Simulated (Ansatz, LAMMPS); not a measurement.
**Elastic response of amorphous Ge (65 atoms)**

How stiff is amorphous Ge (65 atoms), and how do its levels respond to strain?

Main program and level: Ansatz 0.2.0; Kohn-Sham DFT, PBE, PAW (set soft_1), plane waves.

## Step 1: The structure

The cell holds 65 atoms: 65 Ge. Cell: a = 11.613 Å, b = 11.613 Å, c = 11.613 Å, α = 90.0°, β = 90.0°, γ = 90.0°. 65 atoms (65 Ge) placed at random at 5.01 g/cm³, melted at 3500 K for 10 ps at fixed volume with the Tersoff potential (Tersoff, Phys. Rev. B 39, 5566 (1989)). Quenched from 3500 K to 700 K at 5 K/ps and fixed volume, held 5 ps, then minimised at fixed cell.

Limits known from the start: The quench rate of 5 K/ps is orders of magnitude faster than experiment, which tends to freeze in extra defects. The network of bonds at the start is that of the classical potential that made the cell, and needn't be the one that DFT or experiment would give. Sampling is at Γ alone.

## Step 2: Single point at the start

A single point comes first, to see the forces before anything moves.

input.yaml reads:

```yaml
crystal:
  lattice:
    - [11.6126, 0.0, 0.0]
    - [0.0, 11.6126, 0.0]
    - [0.0, 0.0, 11.6126]
  atoms:
    - { symbol: Ge, position: [0.4964, 0.86399, 0.5051] }
    - { symbol: Ge, position: [0.39934, 0.45156, 0.36212] }
    - { symbol: Ge, position: [0.6435, 0.20767, 0.4852] }
    - { symbol: Ge, position: [0.2908, 0.81978, 0.50853] }
    - { symbol: Ge, position: [0.48786, 0.93515, 0.18235] }
    - { symbol: Ge, position: [0.05405, 0.21555, 0.29541] }
    - { symbol: Ge, position: [0.02263, 0.09729, 0.92126] }
    - { symbol: Ge, position: [0.51466, 0.34641, 0.05674] }
    - { symbol: Ge, position: [0.3762, 0.12365, 0.87017] }
    - { symbol: Ge, position: [0.42148, 0.45064, 0.88351] }
    - { symbol: Ge, position: [0.84277, 0.97691, 0.43788] }
    - { symbol: Ge, position: [0.18569, 0.29814, 0.14344] }
    - { symbol: Ge, position: [0.80694, 0.76308, 0.43968] }
    - { symbol: Ge, position: [0.75224, 0.33444, 0.3418] }
    - { symbol: Ge, position: [0.78175, 0.09309, 0.64043] }
    - { symbol: Ge, position: [0.33322, 0.29587, 0.73512] }
    - { symbol: Ge, position: [0.53558, 0.82368, 0.71519] }
    - { symbol: Ge, position: [0.74026, 0.04783, 0.26069] }
    - { symbol: Ge, position: [0.36489, 0.12824, 0.32894] }
    - { symbol: Ge, position: [0.94371, 0.45127, 0.97741] }
    - { symbol: Ge, position: [0.21333, 0.12983, 0.0145] }
    - { symbol: Ge, position: [0.57012, 0.17056, 0.95171] }
    - { symbol: Ge, position: [0.56402, 0.5993, 0.79903] }
    - { symbol: Ge, position: [0.65307, 0.44923, 0.18952] }
    - { symbol: Ge, position: [0.3793, 0.30573, 0.21612] }
    - { symbol: Ge, position: [0.1079, 0.66018, 0.24256] }
    - { symbol: Ge, position: [0.12886, 0.49617, 0.07697] }
    - { symbol: Ge, position: [0.86074, 0.21421, 0.20586] }
    - { symbol: Ge, position: [0.89648, 0.45991, 0.4374] }
    - { symbol: Ge, position: [0.66494, 0.4185, 0.7091] }
    - { symbol: Ge, position: [0.72405, 0.23595, 0.81792] }
    - { symbol: Ge, position: [0.10178, 0.32333, 0.67893] }
    - { symbol: Ge, position: [0.6005, 0.6916, 0.44732] }
    - { symbol: Ge, position: [0.14008, 0.07741, 0.58254] }
    - { symbol: Ge, position: [0.04212, 0.79776, 0.75479] }
    - { symbol: Ge, position: [0.73223, 0.89668, 0.73661] }
    - { symbol: Ge, position: [0.20624, 0.52905, 0.39918] }
    - { symbol: Ge, position: [0.52777, 0.59676, 0.27525] }
    - { symbol: Ge, position: [0.85869, 0.74358, 0.64729] }
    - { symbol: Ge, position: [0.55025, 0.03373, 0.37912] }
    - { symbol: Ge, position: [0.66843, 0.69082, 0.98386] }
    - { symbol: Ge, position: [0.76706, 0.87552, 0.94574] }
    - { symbol: Ge, position: [0.83946, 0.52442, 0.63612] }
    - { symbol: Ge, position: [0.99661, 0.47865, 0.76893] }
    - { symbol: Ge, position: [0.49917, 0.73492, 0.11124] }
    - { symbol: Ge, position: [0.25956, 0.57581, 0.92723] }
    - { symbol: Ge, position: [0.09448, 0.35781, 0.4575] }
    - { symbol: Ge, position: [0.99091, 0.14515, 0.71459] }
    - { symbol: Ge, position: [0.48764, 0.35235, 0.55925] }
    - { symbol: Ge, position: [0.14915, 0.82014, 0.07861] }
    - { symbol: Ge, position: [0.27057, 0.98603, 0.17772] }
    - { symbol: Ge, position: [0.20828, 0.9065, 0.67741] }
    - { symbol: Ge, position: [0.3682, 0.91075, 0.81801] }
    - { symbol: Ge, position: [0.90232, 0.62746, 0.29423] }
    - { symbol: Ge, position: [0.15133, 0.61729, 0.75243] }
    - { symbol: Ge, position: [0.87828, 0.24669, 0.98719] }
    - { symbol: Ge, position: [0.98776, 0.88679, 0.94402] }
    - { symbol: Ge, position: [0.48297, 0.57472, 0.59287] }
    - { symbol: Ge, position: [0.17418, 0.86451, 0.33958] }
    - { symbol: Ge, position: [0.32929, 0.76577, 0.97996] }
    - { symbol: Ge, position: [0.80343, 0.56587, 0.09788] }
    - { symbol: Ge, position: [0.65145, 0.01183, 0.06514] }
    - { symbol: Ge, position: [0.04654, 0.02486, 0.40196] }
    - { symbol: Ge, position: [0.28592, 0.22713, 0.51207] }
    - { symbol: Ge, position: [0.27502, 0.62373, 0.57474] }
kpoints:
  mp_grid: { grid: [1, 1, 1] }
hamiltonian:
  xc: pbe
  pseudopotentials: { kind: paw, azcp: { folder: soft_1 } }
scf:
  occupations: { method: fermi_dirac, width: 0.025 }
output:
  forces: true
```

On the command line:

```bash
$ ansatz run input.yaml --threads 4 --pin off --max-ram 8192MiB --backend cpu --events-out ev --progress --plain --runs-dir out
```

Numbers of over 12 decimals in the logs are rounded to 6 here.

What it wrote:

```text
Engine: ansatz 0.2.0, aarch64-unknown-linux-gnu
Pseudopotentials: kind: paw
Pseudopotential: Ge, paw, valence charge 14, recommended cutoff 420 eV (normal), soft_1/Ge.paw.azcp
[... 5 lines on functional and potentials left out ...]
Crystal: 65 atoms, lattice volume = 1565.988 Å³
Basis set: ecut = 420 eV, 30647 PW (Γ), exchange–correlation on 160×160×160 points (8 copies of the dense FFT grid, shifted against one another)
Bands: 520, of which v1, the nominal top of the filled ones, is band 455 counted from 1 (454 counted from 0)
Symmetry: 1 space group operations
Space group: P1 (ITA 1), of the structure as read, at distance tolerance 1.2e-4 Å
k-points: 1
[... 3 lines on functional and potentials left out ...]
Initial density: superposition of atomic densities (chi_scale 0.1, normalization cell)
Initial wavefunctions: pseudopotential atomic-orbital guess
Functional: x = pbe(κ = 0.804, μ = 0.219515), c = pbe(β = 0.066725)
SCF iter   1: F=—  HF=-279161.289830 eV  |F-HF|=—  |Δ(HF+E_count)|=         —  Δρ=3.01e-2  dr2=1.49e1  ethr=3.10e-3  ⟨swp⟩=6.0  Hψ=1871  notcnv=0
preconditioner: auto → Resta (q_TF=auto, 2.492 Å⁻¹)  ε∞=2.8  [insulator: Δε(μ)=0.252 eV  Ē_g=21.257 eV  σ=0.025 eV  W_gap=0.99  n_scr=436 (ndim 8)  ℏωp=28.3 eV  f_vac=0.046  D(μ)=1.10/eV (n_scr^D=0)  ε∞_Penn≈2.8]
SCF iter   2: F=—  HF=-279159.914640 eV  |F-HF|=—  |Δ(HF+E_count)|=    1.38e0  Δρ=1.75e-2  dr2=4.78e0  ethr=1.64e-3  ⟨swp⟩=2.0  Hψ=616  notcnv=0  defer=54
preconditioner: auto → LDOS  [insulator: Δε(μ)=0.179 eV  Ē_g=21.335 eV  σ=0.025 eV  W_gap=0.95  n_scr=436 (ndim 8)  ℏωp=28.3 eV  f_vac=0.057  D(μ)=4.41/eV (n_scr^D=6)  ε∞_Penn≈2.8  β→1.0]
SCF iter   3: F=—  HF=-279159.829813 eV  |F-HF|=—  |Δ(HF+E_count)|=   8.48e-2  Δρ=4.43e-3  dr2=2.49e0  ethr=5.26e-4  ⟨swp⟩=4.0  Hψ=615  notcnv=0  defer=54
SCF iter   4: F=—  HF=-279159.488994 eV  |F-HF|=—  |Δ(HF+E_count)|=   3.41e-1  Δρ=1.39e-3  dr2=1.42e-1  ethr=2.73e-4  ⟨swp⟩=4.0  Hψ=942  notcnv=0  defer=54
SCF iter   5: F=—  HF=-279159.461704 eV  |F-HF|=—  |Δ(HF+E_count)|=   2.73e-2  Δρ=3.30e-4  dr2=3.90e-3  ethr=1.56e-5  ⟨swp⟩=3.0  Hψ=791  notcnv=0  defer=49
SCF iter   6: F=—  HF=-279159.462496 eV  |F-HF|=—  |Δ(HF+E_count)|=   7.92e-4  Δρ=1.30e-4  dr2=8.88e-4  ethr=4.29e-7  ⟨swp⟩=2.0  Hψ=928  notcnv=0  defer=49
SCF iter   7: F=—  HF=-279159.462478 eV  |F-HF|=—  |Δ(HF+E_count)|=   1.84e-5  Δρ=3.54e-5  dr2=4.23e-5  ethr=9.76e-8  ⟨swp⟩=3.0  Hψ=1044  notcnv=0  defer=49
SCF iter   8: F=—  HF=-279159.462571 eV  |F-HF|=—  |Δ(HF+E_count)|=   9.32e-5  Δρ=1.11e-5  dr2=4.24e-6  ethr=4.65e-9  ⟨swp⟩=2.0  Hψ=928  notcnv=0  defer=49
SCF iter   9: F=—  HF=-279159.462573 eV  |F-HF|=—  |Δ(HF+E_count)|=   2.12e-6  Δρ=3.96e-6  dr2=4.16e-7  ethr=4.66e-10  ⟨swp⟩=2.0  Hψ=907  notcnv=0  defer=49
SCF iter  10: F=-279159.462573 eV  HF=-279159.462573 eV  |F-HF|=1.75e-9  |Δ(HF+E_count)|=   2.26e-7  Δρ=1.42e-6  dr2=6.10e-8  ethr=1.10e-11  ⟨swp⟩=4.0  Hψ=1559  notcnv=0
SCF 1 converged in 10 iterations: F = -279159.462573 eV  dr2 = 6.10e-8
  greatest PAW one-centre occupation: 0.998 electrons in one spin orbital (limit 2), on the Ge atom at site 2 (counted from 0), in its partial waves of l = 2
SCF converged after 10 iterations
Free energy (F): -279159.462573 eV
Harris-Foulkes:  -279159.462573 eV  (|F-HF|=1.75e-9)
Internal energy: -279159.451084 eV  (E = F + TS)
E sigma→0 (E₀):  -279159.456829 eV
Entropy (-TS):   -0.011489 eV (-0.177 meV/atom)
Fermi energy:    7.567248 eV
--- Per-component energies (eV) ---
  E_band       = -10377.641049
  E_kinetic    = 5990.965389
  E_local      = -152350.203377  (includes V_loc(G=0)·N_el)
  E_nonlocal   = 14074.544949
  E_hartree    = 72454.010235
  E_xc         = -4647.135444
  E_vxc        = -4213.300114  (∫ρ·V_xc dr)
  E_paw        = -130777.345445  (= ΣΔE_a)
  E_vpaw       = -18787.672798  (= ΣTr[D̂ρ^β])
  E_aug_tail   = 0.001012  (compensation charges beyond the density's cutoff)
  E_ewald      = -83904.288402
  E_smearing   = -0.011489  (= −TS)
  E_closure    = 0.000000  (closes the sum)
  Σ components = -279159.462573   (vs F -279159.462573, Δ=0.00e0)
--- Forces (eV/Å), atoms counted from 1 ---
  atom   1  Ge     0.13378547     0.11775142    -0.00817129
  atom   2  Ge    -0.10024018     0.43334564     0.06180117
  atom   3  Ge    -0.18143494    -0.00360143     0.28168176
  atom   4  Ge     0.34675504     0.10737145    -0.37768745
  atom   5  Ge    -0.28249400    -0.27008385    -0.14317886
  atom   6  Ge     0.05778096    -0.13406834     0.03139367
  atom   7  Ge    -0.21244357    -0.07952942    -0.07623418
  atom   8  Ge     0.01697966     0.22844403     0.00217359
  atom   9  Ge    -0.05863569    -0.38463064     0.13343352
  atom  10  Ge     0.37102307    -0.04601174    -0.13499982
  atom  11  Ge    -0.07460506    -0.38102541    -0.20291317
  atom  12  Ge    -0.02225635     0.15243938    -0.00426324
  atom  13  Ge     0.30886490     0.16348756    -0.02412813
  atom  14  Ge    -0.30230619     0.29414844    -0.10867206
[...]
atom  64  Ge    -0.18267354     0.00478472    -0.37854444
  atom  65  Ge    -0.27084839    -0.29603702    -0.12258208
  max |Σ_I F_I| component: 1.43e-5 eV/Å
```

The job ended after 32 s (4 threads of Arm Neoverse V1, shared host; peak memory 2.2 GiB).

The r.m.s. force at the start is 0.21 eV/Å.

## Step 3: Cell and atoms relaxed

The cell is relaxed with the atoms, since the starting lattice needn't suit this functional.

input.yaml reads:

```yaml
crystal:
  lattice:
    - [11.6126, 0.0, 0.0]
    - [0.0, 11.6126, 0.0]
    - [0.0, 0.0, 11.6126]
  atoms:
    [... the 65 atom lines of step 2 ...]
kpoints:
  mp_grid: { grid: [1, 1, 1] }
hamiltonian:
  xc: pbe
  pseudopotentials: { kind: paw, azcp: { folder: soft_1 } }
scf:
  occupations: { method: fermi_dirac, width: 0.025 }
output:
  forces: true
relax:
  f_tol: 0.05
  max_steps: 150
  cell: {}
```

What it wrote:

```text
[...]
Crystal: 65 atoms, lattice volume = 1565.988 Å³
Basis set: ecut = 420 eV, 30647 PW (Γ), exchange–correlation on 160×160×160 points (8 copies of the dense FFT grid, shifted against one another)
Bands: 546, of which v1, the nominal top of the filled ones, is band 455 counted from 1 (454 counted from 0)
Symmetry: 1 space group operations
[...]
k-points: 1
[...]
SCF iter   1: F=—  HF=-279161.288905 eV  |F-HF|=—  |Δ(HF+E_count)|=         —  Δρ=3.01e-2  dr2=1.49e1  ethr=3.10e-3  ⟨swp⟩=6.0  Hψ=1938  notcnv=0
[...]
SCF iter  10: F=-279159.462573 eV  HF=-279159.462573 eV  |F-HF|=2.56e-9  |Δ(HF+E_count)|=   2.35e-7  Δρ=1.44e-6  dr2=6.20e-8  ethr=1.10e-11  ⟨swp⟩=4.0  Hψ=1565  notcnv=0
SCF 1 converged in 10 iterations: F = -279159.462573 eV  dr2 = 6.20e-8
[...]
relax step   1: F+E_penalty+E_count = -279159.46257329 eV  Δ(F+E_penalty+E_count) = +0.000e0 eV  max|allowed force component| = 6.753e-1 eV/Å  Δτ_max = 0.0000 Å  P = +1.197 GPa  Ω = 1565.988 Å³  (10 SCF iters, dr2 threshold 1.00e-7 eV, accepted)
[... from here on, the SCF cycles and remarks between the steps are left out ...]
relax step   2: F+E_penalty+E_count = -279160.67708532 eV  Δ(F+E_penalty+E_count) = -1.215e0 eV  max|allowed force component| = 3.589e-1 eV/Å  Δτ_max = 0.1946 Å  P = -0.122 GPa  Ω = 1595.265 Å³  energy of the carried Pulay correction = -4.826e-3 eV  (7 SCF iters, dr2 threshold 6.50e-6 eV, accepted)
relax step   3: F+E_penalty+E_count = -279161.08597556 eV  Δ(F+E_penalty+E_count) = -4.089e-1 eV  max|allowed force component| = 3.429e-1 eV/Å  Δτ_max = 0.2000 Å  P = -0.230 GPa  Ω = 1595.011 Å³  energy of the carried Pulay correction = -4.785e-3 eV  (10 SCF iters, dr2 threshold 6.50e-6 eV, accepted)
relax step   4: F+E_penalty+E_count = -279161.38575933 eV  Δ(F+E_penalty+E_count) = -2.998e-1 eV  max|allowed force component| = 4.339e-1 eV/Å  Δτ_max = 0.1950 Å  P = -0.136 GPa  Ω = 1587.695 Å³  energy of the carried Pulay correction = -3.587e-3 eV  (9 SCF iters, dr2 threshold 6.50e-6 eV, accepted)
relax step   5: F+E_penalty+E_count = -279161.62842635 eV  Δ(F+E_penalty+E_count) = -2.427e-1 eV  max|allowed force component| = 3.073e-1 eV/Å  Δτ_max = 0.1948 Å  P = -0.032 GPa  Ω = 1581.304 Å³  energy of the carried Pulay correction = -2.536e-3 eV  (8 SCF iters, dr2 threshold 6.50e-6 eV, accepted)
relax step   6: F+E_penalty+E_count = -279161.87246346 eV  Δ(F+E_penalty+E_count) = -2.440e-1 eV  max|allowed force component| = 2.829e-1 eV/Å  Δτ_max = 0.1977 Å  P = +0.020 GPa  Ω = 1578.342 Å³  energy of the carried Pulay correction = -2.048e-3 eV  (9 SCF iters, dr2 threshold 5.90e-6 eV, accepted)
relax step   7: F+E_penalty+E_count = -279162.12381130 eV  Δ(F+E_penalty+E_count) = -2.513e-1 eV  max|allowed force component| = 2.471e-1 eV/Å  Δτ_max = 0.1951 Å  P = -0.002 GPa  Ω = 1579.758 Å³  energy of the carried Pulay correction = -2.281e-3 eV  (9 SCF iters, dr2 threshold 5.00e-6 eV, accepted)
relax step   8: F+E_penalty+E_count = -279162.28034673 eV  Δ(F+E_penalty+E_count) = -1.565e-1 eV  max|allowed force component| = 1.458e-1 eV/Å  Δτ_max = 0.2000 Å  P = -0.009 GPa  Ω = 1582.197 Å³  energy of the carried Pulay correction = -2.683e-3 eV  (10 SCF iters, dr2 threshold 3.81e-6 eV, accepted)
relax step   9: F+E_penalty+E_count = -279162.31735862 eV  Δ(F+E_penalty+E_count) = -3.701e-2 eV  max|allowed force component| = 1.876e-1 eV/Å  Δτ_max = 0.1821 Å  P = +0.009 GPa  Ω = 1583.325 Å³  energy of the carried Pulay correction = -2.869e-3 eV  (10 SCF iters, dr2 threshold 1.33e-6 eV, accepted)
relax step  10: F+E_penalty+E_count = -279162.35123313 eV  Δ(F+E_penalty+E_count) = -3.387e-2 eV  max|allowed force component| = 8.298e-2 eV/Å  Δτ_max = 0.0519 Å  P = +0.001 GPa  Ω = 1582.931 Å³  energy of the carried Pulay correction = -2.804e-3 eV  (7 SCF iters, dr2 threshold 2.20e-6 eV, accepted)
relax step  11: F+E_penalty+E_count = -279162.35736827 eV  Δ(F+E_penalty+E_count) = -6.135e-3 eV  max|allowed force component| = 1.452e-1 eV/Å  Δτ_max = 0.0346 Å  P = +0.016 GPa  Ω = 1582.167 Å³  energy of the carried Pulay correction = -2.678e-3 eV  (9 SCF iters, dr2 threshold 4.30e-7 eV, accepted)
relax step  12: F+E_penalty+E_count = -279162.36172002 eV  Δ(F+E_penalty+E_count) = -4.352e-3 eV  max|allowed force component| = 2.493e-2 eV/Å  Δτ_max = 0.0384 Å  P = -0.002 GPa  Ω = 1582.713 Å³  energy of the carried Pulay correction = -2.768e-3 eV  (7 SCF iters, dr2 threshold 1.32e-6 eV, accepted)
relax step  13: F+E_penalty+E_count = -279162.37484823 eV  Δ(F+E_penalty+E_count) = -1.313e-2 eV  max|allowed force component| = 2.480e-2 eV/Å  Δτ_max = 0.0000 Å  P = +0.007 GPa  Ω = 1582.713 Å³  stress off target by 4.38e-2 GPa  SCF on the basis re-selected at this cell (its energy is not comparable with the rows above)  (8 SCF iters)
basis re-selected at this cell: Δ(F+E_penalty+E_count) = -1.313e-2 eV, ΔP = +0.010 GPa vs the last step (what re-selecting the basis moved, of the pressure what is left beyond the Pulay correction that the steps carried, after the strain that the cell walked since its last selection, [...]
SCF converged after 8 iterations
Free energy (F): -279162.374848 eV
[...]
Internal energy: -279162.372126 eV  (E = F + TS)
E sigma→0 (E₀):  -279162.373487 eV
Entropy (-TS):   -0.002722 eV (-0.042 meV/atom)
Fermi energy:    7.420192 eV
[...]
--- Forces (eV/Å), atoms counted from 1 ---
  atom   1  Ge    -0.00147956     0.00547487    -0.00533054
  atom   2  Ge     0.00923273    -0.00688877     0.00369327
  atom   3  Ge     0.00018922    -0.00325548    -0.01672923
  atom   4  Ge     0.00380459    -0.00407774     0.00969333
  atom   5  Ge     0.00229052    -0.00674778    -0.00214407
  atom   6  Ge     0.00855483     0.00526127    -0.00363159
  atom   7  Ge    -0.00205127     0.00902399     0.00041671
  atom   8  Ge     0.00370909    -0.00990250    -0.00255875
  atom   9  Ge    -0.00756288     0.00721845    -0.00651515
  atom  10  Ge    -0.00074941     0.01166421    -0.00531541
  atom  11  Ge     0.00815633    -0.00190689     0.00005012
  atom  12  Ge    -0.00608229    -0.00091687     0.00140802
  atom  13  Ge    -0.00583301     0.00215668    -0.00022089
  atom  14  Ge     0.00119074     0.00349444     0.00602009
[...]
atom  64  Ge     0.00070239    -0.01872329    -0.00457203
  atom  65  Ge    -0.00765898    -0.00243674     0.00619430
  max |Σ_I F_I| component: 6.81e-7 eV/Å
--- Stress (GPa, compression-positive) ---
        0.001774       0.008227      -0.005355
        0.008227       0.040010      -0.010616
       -0.005355      -0.010616      -0.019418
  P = ⅓ Tr σ = 0.0075 GPa (0.075 kbar)
--- Relaxed structure (12 steps of the walk, 12 accepted, 1 SCFs on fresh bases) ---
  F+E_penalty+E_count = -279162.37484823 eV   max|allowed force component| = 2.480e-2 eV/Å   (the final SCF, on the basis selected at the relaxed cell)
  cell:  # Å, volume = 1582.7128 Å³
    - [11.762561, -0.055830, -0.146296]
    - [-0.055830, 12.338613, 0.056154]
    - [-0.146296, 0.056154, 10.907509]
  atoms:
    - { symbol: Ge, position: [0.493297, 0.885008, 0.482085] }
    - { symbol: Ge, position: [0.402114, 0.453084, 0.377926] }
    - { symbol: Ge, position: [0.632738, 0.207638, 0.498901] }
    - { symbol: Ge, position: [0.287615, 0.824737, 0.465944] }
[...]
- { symbol: Ge, position: [0.290034, 0.646514, 0.579014] }
```

Elapsed: 6.3 min, on 4 threads; peak memory 2.3 GiB; 24 min of CPU time.

The relaxation converged after 12 steps, with a largest force component of 0.025 eV/Å.

(Part 1 of 3 ends here.)

[Logs are printed without paths, hosts, clocks, repeated set-up lines and the standing remarks that a program may print on its own settings, such as how far it seeks lower states.]

[Hosts, paths, dates, database ids (printed as entryN), source tags and the programs' standing remarks are cut or masked in the printed files.]
